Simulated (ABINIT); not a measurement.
## BN (Qingsongite): G0W0 in ABINIT against the screening cutoff in the self-energy

Aim: move the screening cutoff in the self-energy of a G0W0 run on BN (Qingsongite) over a wide range.

Method: PBE and many-body steps on it, plane waves, in ABINIT 10.8.3.

Report form: the programs' logs are mostly left out.

## 1. Starting point

It takes space group F-43m (No. 216, cubic). Conventional cell: a = 3.615 Å, b = 3.615 Å, c = 3.615 Å, α = 90.00°, β = 90.00°, γ = 90.00°. Nearest to B lie 4 N at 1.57 Å. Nearest to N lie 4 B at 1.57 Å. Farther neighbours and most contacts between anions are not listed.

Structure file:

```cif
data_structure
_symmetry_space_group_name_H-M 'F-43m'
_symmetry_Int_Tables_number 216
_cell_length_a 3.6150
_cell_length_b 3.6150
_cell_length_c 3.6150
_cell_angle_alpha 90.000
_cell_angle_beta 90.000
_cell_angle_gamma 90.000
_cell_volume 47.24
loop_
_atom_site_label
_atom_site_type_symbol
_atom_site_symmetry_multiplicity
_atom_site_Wyckoff_symbol
_atom_site_fract_x
_atom_site_fract_y
_atom_site_fract_z
_atom_site_occupancy
B1 B 4 a 0.00000 0.00000 0.00000 1
N1 N 4 d 0.25000 0.25000 0.75000 1
```

The cell and positions come from the Crystallography Open Database and are kept as given unless a step says otherwise.

## 2. Screening, 8×8×8 mesh, 218 bands, screening to 435.4 eV

This step: ABINIT 10.8.3; RPA screening on PBE, plane waves, norm-conserving pseudopotentials.

The RPA dielectric matrix is built and inverted for each q.

run.abi

```
acell 3*1.0 Angstrom
rprim 
  -0.000000000000 1.807500000000 1.807500000000
  1.807500000000 0.000000000000 1.807500000000
  1.807500000000 1.807500000000 -0.000000000000
ntypat 2
znucl 5 7
natom 2
typat 1 2
xred 
  0.000000000000 0.000000000000 0.000000000000
  0.250000000000 0.250000000000 0.250000000000
pp_dirpath "pseudos"
pseudos "B.upf, N.upf"
ecut 36
ngkpt 8 8 8
nshiftk 1
shiftk 0 0 0
kptopt 1
chksymbreak 0
istwfk *1
occopt 1
irdwfk 1
optdriver 3
nband 218
ecuteps 16
inclvkb 2
awtr 1
symchi 1
indata_prefix "in"
outdata_prefix "out"
tmpdata_prefix "tmp"
```

Command:

```console
$ OMP_NUM_THREADS=1 mpirun -n 8 abinit run.abi > log
```

It took 4.5 min on 8 MPI ranks of AMD EPYC 7R43, shared host; peak memory 3.1 GiB; 36 min of CPU time.

This step gave:

```yaml
eps_infinity_with_local_fields_on_this_mesh_along_the_program_s_q_direction: 4.308
the_same_without_local_fields: 4.661
plasma_frequency: 30.56 eV
plane_waves_in_the_screening_matrix: 259
```

Local fields lower ε∞ by 8 %.

## 3. 1.6 Ha

This step: G0W0 on PBE, plane waves, norm-conserving pseudopotentials.

Changes to run.abi since step 2:

```diff
@@ -23,8 +23,17 @@
 irdwfk 1
-optdriver 3
+optdriver 4
 nband 218
-ecuteps 16
-inclvkb 2
-awtr 1
-symchi 1
+gwcalctyp 0
+ecutsigx 36
+symsigma 1
+nkptgw 2
+kptgw 
+  0.0000000000 0.0000000000 0.0000000000
+  0.5000000000 0.5000000000 0.0000000000
+bdgw 
+  2 7
+  3 6
+ecuteps 1.6
+irdscr 1
+ppmodel 1
 indata_prefix "in"
```

Elapsed: 3.8 s, on 8 MPI ranks; peak memory 0.88 GiB; 28 s of CPU time.

Numbers from this step:

| Property | Result |
| --- | --- |
| G0W0 gap on the points computed | 5.914 eV |
| starting gap on the mesh | 4.535 eV |
| k of the valence top | 0, 0, 0 |
| k of the conduction bottom | 0.5, 0.5, 0 |
| Z at the valence top | 0.859 |
| Z at the conduction bottom | 0.868 |
| least direct G0W0 gap on the computed points | 11.16 eV |

## 4. 3.2 Ha

Changes to run.abi since step 3:

```diff
@@ -35,3 +35,3 @@
   3 6
-ecuteps 1.6
+ecuteps 3.2
 irdscr 1
```

Elapsed: 4 s, on 8 MPI ranks; peak memory 0.93 GiB; 29 s of CPU time.

This step gave:

| Property | Result |
| --- | --- |
| G0W0 gap on the points computed | 5.726 eV |
| starting gap on the mesh | 4.535 eV |
| k of the valence top | 0, 0, 0 |
| k of the conduction bottom | 0.5, 0.5, 0 |
| Z at the valence top | 0.842 |
| Z at the conduction bottom | 0.86 |
| least direct G0W0 gap on the computed points | 10.82 eV |

## 5. 5.6 Ha

The self-energy is evaluated for the states that the input lists, and the levels follow from it, in one-shot runs by the linearised quasiparticle equation.

Changes to run.abi since step 4:

```diff
@@ -35,3 +35,3 @@
   3 6
-ecuteps 3.2
+ecuteps 5.6
 irdscr 1
```

Elapsed: 7 s, on 8 MPI ranks; peak memory 1.3 GiB; 53 s of CPU time.

Numbers from this step:

```
G0W0 gap on the points computed              : 5.995 eV
starting gap on the mesh                     : 4.535 eV
k of the valence top                         : 0, 0, 0
k of the conduction bottom                   : 0.5, 0.5, 0
least direct G0W0 gap on the computed points : 10.90 eV
```

The gap on the mesh goes from 4.53 eV to 6.00 eV, a correction of +1.46 eV.

## 6. 8 Ha

Changes to run.abi since step 5:

```diff
@@ -35,3 +35,3 @@
   3 6
-ecuteps 5.6
+ecuteps 8
 irdscr 1
```

It took 7.6 s on 8 MPI ranks; peak memory 1.6 GiB.

Numbers from this step:

| Item | Value |
| --- | --- |
| G0W0 gap on the points computed | 6.014 eV |
| starting gap on the mesh | 4.535 eV |
| k of the valence top | 0, 0, 0 |
| k of the conduction bottom | 0.5, 0.5, 0 |
| least direct G0W0 gap on the computed points | 10.91 eV |

Against the run before, the gap moves by +0.019 eV.

## 7. 12 Ha

Changes to run.abi since step 6:

```diff
@@ -35,3 +35,3 @@
   3 6
-ecuteps 8
+ecuteps 12
 irdscr 1
```

Wall time 24 s (8 MPI ranks); peak memory 2.6 GiB; 3.2 min of CPU time.

Numbers from this step:

```
G0W0 gap on the points computed              : 6.119 eV
starting gap on the mesh                     : 4.535 eV
k of the valence top                         : 0, 0, 0
k of the conduction bottom                   : 0.5, 0.5, 0
least direct G0W0 gap on the computed points : 11.02 eV
```

Against the run before, the gap moves by +0.105 eV.

## 8. 16 Ha

Changes to run.abi since step 7:

```diff
@@ -35,3 +35,3 @@
   3 6
-ecuteps 12
+ecuteps 16
 irdscr 1
```

It took 48 s on 8 MPI ranks; peak memory 3.1 GiB.

This step gave:

```
G0W0 gap on the points computed              : 6.134 eV
starting gap on the mesh                     : 4.535 eV
k of the valence top                         : 0, 0, 0
k of the conduction bottom                   : 0.5, 0.5, 0
least direct G0W0 gap on the computed points : 11.04 eV
```

Against the run before, the gap moves by +0.015 eV.

## 9. Side by side

Times are wall times on 8 MPI ranks of AMD EPYC 7R43, shared host, good to a factor of about two. A run's time includes the screening step that it read.

| run | mesh | bands | screening cutoff (eV) | DFT gap (eV) | gap on the mesh (eV) | direct (eV) | ε∞ used | time |
| --- | --- | --- | --- | --- | --- | --- | --- | --- |
| 1.6 Ha | 8×8×8 | 218 | 43.5 | 4.535 | 5.914 | 11.157 | 4.31 | 4.6 min |
| 3.2 Ha | 8×8×8 | 218 | 87.1 | 4.535 | 5.726 | 10.817 | 4.31 | 4.6 min |
| 5.6 Ha | 8×8×8 | 218 | 152.4 | 4.535 | 5.995 | 10.900 | 4.31 | 4.7 min |
| 8 Ha | 8×8×8 | 218 | 217.7 | 4.535 | 6.014 | 10.911 | 4.31 | 4.7 min |
| 12 Ha | 8×8×8 | 218 | 326.5 | 4.535 | 6.119 | 11.021 | 4.31 | 4.9 min |
| 16 Ha | 8×8×8 | 218 | 435.4 | 4.535 | 6.134 | 11.038 | 4.31 | 5.3 min |

## 10. Results

* 1.6 Ha: 5.914 eV
* 3.2 Ha: 5.726 eV
* 5.6 Ha: 5.995 eV
* 8 Ha: 6.014 eV
* 12 Ha: 6.119 eV
* 16 Ha: 6.134 eV
* known limits: not at the basis limit

What this shows: The setting moved: screening cutoff in the self-energy. From 1.6 Ha to 16 Ha the gap moves by +0.22 eV, not steadily: it passes through 5.73 eV. The last step still moves it by +0.015 eV. Bands and screening cutoff are coupled, so a series along one setting does not show full convergence. Bands and cutoff are finite, so the gap is not at the basis limit. The miss can reach some tenths of an eV and take either sign; the mesh is an error of its own. In the G0W0 runs levels were corrected at 2 k points alone, so a gap called «on the mesh» is the least over those, and an edge elsewhere would be missed.

[Paths, hosts, dates, memory and timing lines, banners, echoed tables and standing remarks are left out of the program output.]

[Logs are printed without paths, hosts, clocks, repeated set-up lines and the standing remarks that a program may print on its own settings, such as how far it seeks lower states.]

[Runs of the session that timed out or met a known fault of the program may be left out.]

[Hosts, paths, dates, database ids (printed as entryN), source tags and the programs' standing remarks are cut or masked in the printed files.]

[G0W0 gaps are taken among the corrected bands and points alone; a level outside them can change the order at an edge.]

[Where Ansatz stands beside ABINIT at settings called matched, ABINIT's density can come from a denser mesh and the files from another edition; pairs whose starting gaps differed by over 0.03 eV were left out, so agreement reads better than it is.]
